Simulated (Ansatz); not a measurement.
# Convergence of a linear-scaling basis for Be(0001)/Al(111) interface (148 atoms)

Wanted: errors and times of a linear-scaling basis for Be(0001)/Al(111) interface (148 atoms). A setting counts as converged where the r.m.s. difference of forces stays under 1 % of the r.m.s. force.

Program: Ansatz 0.2.0. Level of theory: Kohn-Sham DFT, PBE, PAW (set soft_2), plane waves. Values are calculated unless marked as measured.

Report form: inputs, costs, results and the conclusion, without the logs.

### Step 1. The system as given

The cell holds 148 atoms: 100 Be and 48 Al. Cell: a = 11.443 Å, b = 11.443 Å, c = 24.142 Å, α = 90.0°, β = 90.0°, γ = 120.0°. It derives from Be and Al. Hcp Be(0001), 2 repeat layers, 25 surface cells, strained +0.11 and +0.11 %; fcc Al(111), 3 layers, 16 cells, -0.11 and -0.11 %; outer planes 2.09 Å apart, 12 Å of vacuum above; not relaxed, displaced by a Gaussian of 0.02 Å. Regions: Be, 100 atoms (100 Be); Al, 48 atoms (48 Al). Vacuum lies along c.

Before any run, some limits are plain. The host structure and its lattice constant were typed by rule, without a check against the phase diagram. Beside vacuum, support functions can miss their usual error bounds without a warning.

### Step 2. Plane-wave single point

The first run fixes the reference, at a cutoff of 420 eV.

input.yaml reads:

```yaml
crystal:
  lattice:
    - [11.4426, 0.0, 0.0]
    - [-5.7213, 9.90958, 0.0]
    - [0.0, 0.0, 24.14191]
  atoms:
    - { symbol: Be, position: [0.00086, 0.79819, 0.24889] }
    - { symbol: Be, position: [0.13218, 0.86261, 0.32264] }
    - { symbol: Be, position: [0.00129, 0.79986, 0.39466] }
    - { symbol: Be, position: [0.13586, 0.86896, 0.47026] }
    - { symbol: Be, position: [0.00014, 0.60067, 0.24869] }
    - { symbol: Be, position: [0.13109, 0.66575, 0.3235] }
    - { symbol: Be, position: [0.99864, 0.59573, 0.3951] }
    - { symbol: Be, position: [0.13124, 0.66702, 0.47213] }
    - { symbol: Be, position: [0.19804, 0.79782, 0.24865] }
    - { symbol: Be, position: [0.33276, 0.86656, 0.32216] }
    - { symbol: Be, position: [0.19875, 0.79853, 0.39594] }
    - { symbol: Be, position: [0.33767, 0.86886, 0.47166] }
    - { symbol: Be, position: [0.005, 0.40178, 0.24913] }
    - { symbol: Be, position: [0.13151, 0.46484, 0.32182] }
    - { symbol: Be, position: [0.99984, 0.39939, 0.39648] }
    - { symbol: Be, position: [0.13212, 0.46807, 0.47018] }
    - { symbol: Be, position: [0.19777, 0.60076, 0.24996] }
    - { symbol: Be, position: [0.33353, 0.66556, 0.32323] }
    - { symbol: Be, position: [0.20099, 0.59929, 0.39682] }
    - { symbol: Be, position: [0.33133, 0.6671, 0.47047] }
    - { symbol: Be, position: [0.3958, 0.79633, 0.24952] }
    - { symbol: Be, position: [0.52914, 0.86393, 0.3233] }
    - { symbol: Be, position: [0.4013, 0.80123, 0.39713] }
    - { symbol: Be, position: [0.53396, 0.8647, 0.47166] }
    - { symbol: Be, position: [0.00432, 0.1997, 0.24841] }
    - { symbol: Be, position: [0.13147, 0.26497, 0.32285] }
    - { symbol: Be, position: [0.00143, 0.19922, 0.39754] }
    - { symbol: Be, position: [0.13648, 0.26797, 0.46942] }
    - { symbol: Be, position: [0.20089, 0.40126, 0.2482] }
    - { symbol: Be, position: [0.33564, 0.46801, 0.32172] }
    - { symbol: Be, position: [0.19963, 0.40034, 0.39584] }
    - { symbol: Be, position: [0.33595, 0.47029, 0.46974] }
    [... 110 atom lines left out ...]
    - { symbol: Al, position: [0.02421, 0.34134, 0.5575] }
    - { symbol: Al, position: [0.35396, 0.50805, 0.65592] }
    - { symbol: Al, position: [0.19175, 0.4257, 0.75084] }
    - { symbol: Al, position: [0.02554, 0.09192, 0.55681] }
    - { symbol: Al, position: [0.35756, 0.25831, 0.65434] }
    - { symbol: Al, position: [0.19187, 0.17553, 0.75114] }
kpoints:
  mp_grid: { grid: [2, 2, 1] }
hamiltonian:
  xc: pbe
scf:
  occupations: { method: cold, width: 0.15 }
output:
  forces: true
  populations: true
  dos:
    method: { smearing: { sigma: 0.08 } }
    de: 0.1
    projected:
      site_lists:
        Al: [100, 101, 102, 103, 104, 105, 106, 107, 108, 109, 110, 111, 112, 113, 114, 115, 116, 117, 118, 119, 120, 121, 122, 123, 124, 125, 126, 127, 128, 129, 130, 131, 132, 133, 134, 135, 136, 137, 138, 139, 140, 141, 142, 143, 144, 145, 146, 147]
        Be: [Be]
  eigenvalues: true
  write_density: true
  write_potential: true
  volumetric_format: npy
  elf: true
```

Command:

```bash
> ansatz run input.yaml --threads 4 --pin off --max-ram 8192MiB --backend cpu --events-out ev --progress --plain --runs-dir out
```

Run time: 3.8 min. Hardware: 4 threads of Arm Neoverse V2, shared host; peak memory 6.5 GiB.

The program notes that it cut back its work space to fit the memory limit and the exchange-correlation potential is rough where the density is thin.

The run gave:

| Property | Result |
| --- | --- |
| free energy | -35046.9781 eV |
| free energy per atom | -236.8039 eV/atom |
| SCF cycles | 10 |
| r.m.s. force component | 0.3791 eV/Å |
| longest force | 2.583 eV/Å |
| Fermi energy | 2.586 eV |
| levels partly filled by over 2 per cent | 23 |
| spilling of the projection | 0.2033 |

The r.m.s. force component of 0.38 eV/Å sets the scale for the differences below.

### Step 3. Support functions medium

With localised support functions most steps grow linearly with size, though the diagonalisation grows faster unless the density matrix is cut; this run measures error and cost at this size.

This step: Kohn-Sham DFT, PBE, PAW (set soft_2), localised support functions (medium) (Ansatz 0.2.0).

input.yaml, the sections that differ from step 2:

```yaml
scf:
  occupations: { method: cold, width: 0.15 }
  eigensolver: { kind: { support_functions: { accuracy: medium } } }
  mixing: { beta: 0.2 }
  max_iter: 150
output:
  forces: true
# crystal, kpoints, hamiltonian: as in step 2
```

Run time: 2.7 min. Hardware: 4 threads; peak memory 4 GiB.

The program notes that the band table was not solved further than the SCF left it and it switched symmetry off.

Keys that differ from the reference: support_functions.accuracy = "medium", scf.max_iter = 150 and scf.mixing.beta = 0.2.

Forces differ from the reference by 0.32 meV/Å r.m.s., 0.085 % of their size, well within a tolerance of 1 %; the energy by -0.37 meV/atom.

### Step 4. Support functions low

The cell is solved in localised support functions.

This step: Kohn-Sham DFT, PBE, PAW (set soft_2), localised support functions (low) (Ansatz 0.2.0).

input.yaml, the sections that differ from step 3:

```yaml
scf:
  occupations: { method: cold, width: 0.15 }
  eigensolver: { kind: { support_functions: { accuracy: low } } }
  mixing: { beta: 0.2 }
  max_iter: 150
# crystal, kpoints, hamiltonian, output: as in step 3
```

Wall time 2.4 min (4 threads); peak memory 3.9 GiB.

Keys that differ from the reference: support_functions.accuracy = "low", scf.max_iter = 150 and scf.mixing.beta = 0.2.

Forces differ from the reference by 0.38 meV/Å r.m.s., 0.10 % of their size, well within a tolerance of 1 %; the energy by -0.37 meV/atom.

### Step 5. Support functions high

This step: Kohn-Sham DFT, PBE, PAW (set soft_2), localised support functions (high) (Ansatz 0.2.0).

input.yaml, the sections that differ from step 4:

```yaml
scf:
  occupations: { method: cold, width: 0.15 }
  eigensolver: { kind: { support_functions: { accuracy: high } } }
  mixing: { beta: 0.2 }
  max_iter: 150
# crystal, kpoints, hamiltonian, output: as in step 4
```

The job ended after 6.6 min (4 threads; peak memory 5.4 GiB).

Keys that differ from the reference: support_functions.accuracy = "high", scf.max_iter = 150 and scf.mixing.beta = 0.2.

Forces differ from the reference by 0.15 meV/Å r.m.s., 0.041 % of their size, well within a tolerance of 1 %; the energy by -0.35 meV/atom. It took roughly 1.7 times the reference's time (one timing each, with unlike analyses asked), in 19 cycles against 10.

### Step 6. Support functions medium, spacing 0.463 Å

The grid spacing sets how fine a wave the support functions can hold.

This step: Kohn-Sham DFT, PBE, PAW (set soft_2), localised support functions (medium) (Ansatz 0.2.0).

input.yaml, the sections that differ from step 5:

```yaml
scf:
  occupations: { method: cold, width: 0.15 }
  eigensolver: { kind: { support_functions: { accuracy: medium, spacing: 0.463 } } }
  mixing: { beta: 0.2 }
  max_iter: 150
# crystal, kpoints, hamiltonian, output: as in step 5
```

Elapsed: 60 s, on 4 threads; peak memory 3 GiB; 3.9 min of CPU time.

Residual by cycle:

cycle, log10 residual and a bar from the least value:
```
        1        3.1 ##############################
        2        2.8 ############################
        3        2.5 #########################
        4        1.6 #################
        5        1.4 ###############
        6        1.3 ##############
        7       -0.3
```

The run was cut off at its time limit.

After 7 cycles the residual stands at 0.47.

The session had allowed this step about 60 s.

### Step 7. Support functions medium, spacing 0.386 Å

input.yaml, the sections that differ from step 6:

```yaml
scf:
  occupations: { method: cold, width: 0.15 }
  eigensolver: { kind: { support_functions: { accuracy: medium, spacing: 0.386 } } }
  mixing: { beta: 0.2 }
  max_iter: 150
# crystal, kpoints, hamiltonian, output: as in step 6
```

The job ended after 77 s (4 threads; peak memory 3 GiB).

Residual by cycle:

cycle, log10 residual and a bar from the least value:
```
        1        3.1 ##############################
        2        2.8 #############################
        3        2.6 ###########################
        4        1.6 #####################
        5        1.4 ####################
        6        1.2 ###################
        7       -0.6 ########
        8       -0.4 #########
        9       -1.8
```

The run was cut off at its time limit.

After 9 cycles the residual stands at 0.015.

The session had allowed this step about 77 s.

### Step 8. Support functions medium, spacing 0.334 Å

input.yaml, the sections that differ from step 7:

```yaml
scf:
  occupations: { method: cold, width: 0.15 }
  eigensolver: { kind: { support_functions: { accuracy: medium, spacing: 0.334 } } }
  mixing: { beta: 0.2 }
  max_iter: 150
# crystal, kpoints, hamiltonian, output: as in step 7
```

Wall time 1.9 min (4 threads); peak memory 3.2 GiB; 7.4 min of CPU time.

Residual by cycle:

cycle, log10 residual and a bar from the least value:
```
        1        3.0 ##############################
        2        2.8 #############################
        3        2.6 ############################
        5        1.5 ########################
        6        1.2 #######################
        7       -0.6 #################
        8       -0.5 #################
        9       -1.5 #############
       10       -2.5 ##########
       12       -3.9 #####
       13       -4.7 ##
       14       -5.3
```

The run was cut off at its time limit.

After 14 cycles the residual stands at 5.6e-6.

The session had allowed this step about 1.9 min.

### Step 9. Support functions medium, spacing 0.296 Å

input.yaml, the sections that differ from step 8:

```yaml
scf:
  occupations: { method: cold, width: 0.15 }
  eigensolver: { kind: { support_functions: { accuracy: medium, spacing: 0.296 } } }
  mixing: { beta: 0.2 }
  max_iter: 150
# crystal, kpoints, hamiltonian, output: as in step 8
```

Run time: 2.8 min. Hardware: 4 threads; peak memory 4.1 GiB.

The program notes that the grid leaves an egg-box force.

Keys that differ from the reference: support_functions.accuracy = "medium", support_functions.spacing = 0.296, scf.max_iter = 150 and scf.mixing.beta = 0.2.

Forces differ from the reference by 0.35 meV/Å r.m.s., 0.093 % of their size, well within a tolerance of 1 %; the energy by -0.43 meV/atom.

### Step 10. Support functions medium, spacing 0.231 Å

input.yaml, the sections that differ from step 9:

```yaml
scf:
  occupations: { method: cold, width: 0.15 }
  eigensolver: { kind: { support_functions: { accuracy: medium, spacing: 0.231 } } }
  mixing: { beta: 0.2 }
  max_iter: 150
# crystal, kpoints, hamiltonian, output: as in step 9
```

The job ended after 3.3 min (4 threads; peak memory 4.6 GiB).

Keys that differ from the reference: support_functions.accuracy = "medium", support_functions.spacing = 0.231, scf.max_iter = 150 and scf.mixing.beta = 0.2.

Forces differ from the reference by 0.23 meV/Å r.m.s., 0.061 % of their size, well within a tolerance of 1 %; the energy by -0.34 meV/atom.

### Step 11. Support functions medium, spacing 0.206 Å

input.yaml, the sections that differ from step 10:

```yaml
scf:
  occupations: { method: cold, width: 0.15 }
  eigensolver: { kind: { support_functions: { accuracy: medium, spacing: 0.206 } } }
  mixing: { beta: 0.2 }
  max_iter: 150
# crystal, kpoints, hamiltonian, output: as in step 10
```

Wall time 3.4 min (4 threads); peak memory 4.8 GiB; 14 min of CPU time.

Keys that differ from the reference: support_functions.accuracy = "medium", support_functions.spacing = 0.206, scf.max_iter = 150 and scf.mixing.beta = 0.2.

Forces differ from the reference by 0.24 meV/Å r.m.s., 0.062 % of their size, well within a tolerance of 1 %; the energy by -0.35 meV/atom.

### Step 12. Other settings

PBEsol restores the gradient expansion of exchange for slowly varying densities and usually gives shorter bonds in solids than PBE. Changed here: hamiltonian.xc = "pbesol", scf.occupations.method = "tetrahedron_uncorrected" and scf.occupations.width removed.

This step: Kohn-Sham DFT, PBEsol, PAW (set soft_2), plane waves (Ansatz 0.2.0).

input.yaml, the sections that differ from step 11:

```yaml
hamiltonian:
  xc: pbesol
scf:
  occupations: { method: tetrahedron_uncorrected }
output:
  forces: true
  populations: true
  dos:
    method: { smearing: { sigma: 0.1 } }
    de: 0.1
    projected:
      site_lists:
        Al: [100, 101, 102, 103, 104, 105, 106, 107, 108, 109, 110, 111, 112, 113, 114, 115, 116, 117, 118, 119, 120, 121, 122, 123, 124, 125, 126, 127, 128, 129, 130, 131, 132, 133, 134, 135, 136, 137, 138, 139, 140, 141, 142, 143, 144, 145, 146, 147]
        Be: [Be]
  eigenvalues: true
# crystal, kpoints: as in step 11
```

It took 3.1 min on 4 threads; peak memory 6.5 GiB.

Notices of the run: product built on unsolved table.

Forces differ from the reference by 18 meV/Å r.m.s., 4.7 % of their size.

### Step 13. The ladder side by side

Differences are against the plane-wave reference (Kohn-Sham DFT, PBE, PAW (set soft_2), plane waves), whose r.m.s. force component is 0.379 eV/Å. Energies are set beside the reference only for runs with its functional, potentials and electron count. Times are for 4 threads of Arm Neoverse V2, shared host. The reference's time includes the DOS, ELF and grids, which some other runs skip.

| run | Δ force, r.m.s. (meV/Å) | share of r.m.s. force (%) | Δ energy (meV/atom) | cycles | time | host memory (GiB) |
| --- | --- | --- | --- | --- | --- | --- |
| reference | - | - | - | 10 | 3.8 min | 6.5 |
| support functions medium | 0.322 | 0.0849 | -0.367 | 15 | 2.7 min | 4.0 |
| support functions low | 0.38 | 0.100 | -0.367 | 13 | 2.4 min | 3.9 |
| support functions high | 0.154 | 0.0405 | -0.347 | 19 | 6.6 min | 5.4 |
| support functions medium, spacing 0.296 Å | 0.353 | 0.0931 | -0.433 | 15 | 2.8 min | 4.1 |
| support functions medium, spacing 0.231 Å | 0.23 | 0.0608 | -0.337 | 15 | 3.3 min | 4.6 |
| support functions medium, spacing 0.206 Å | 0.236 | 0.0621 | -0.345 | 15 | 3.4 min | 4.8 |
| hamiltonian.xc = "pbesol", scf.occupations.method = "tetrahedron_uncorrected" and scf.occupations.width removed | 17.9 | 4.73 | - | 21 | 3.1 min | 6.5 |

(Continued in part 2 of 2.)

[Long decimals in the printed logs are rounded to 6 places.]

[Logs are printed without paths, hosts, clocks, repeated set-up lines and the standing remarks that a program may print on its own settings, such as how far it seeks lower states.]

[Hosts, paths, dates, database ids (printed as entryN), source tags and the programs' standing remarks are cut or masked in the printed files.]
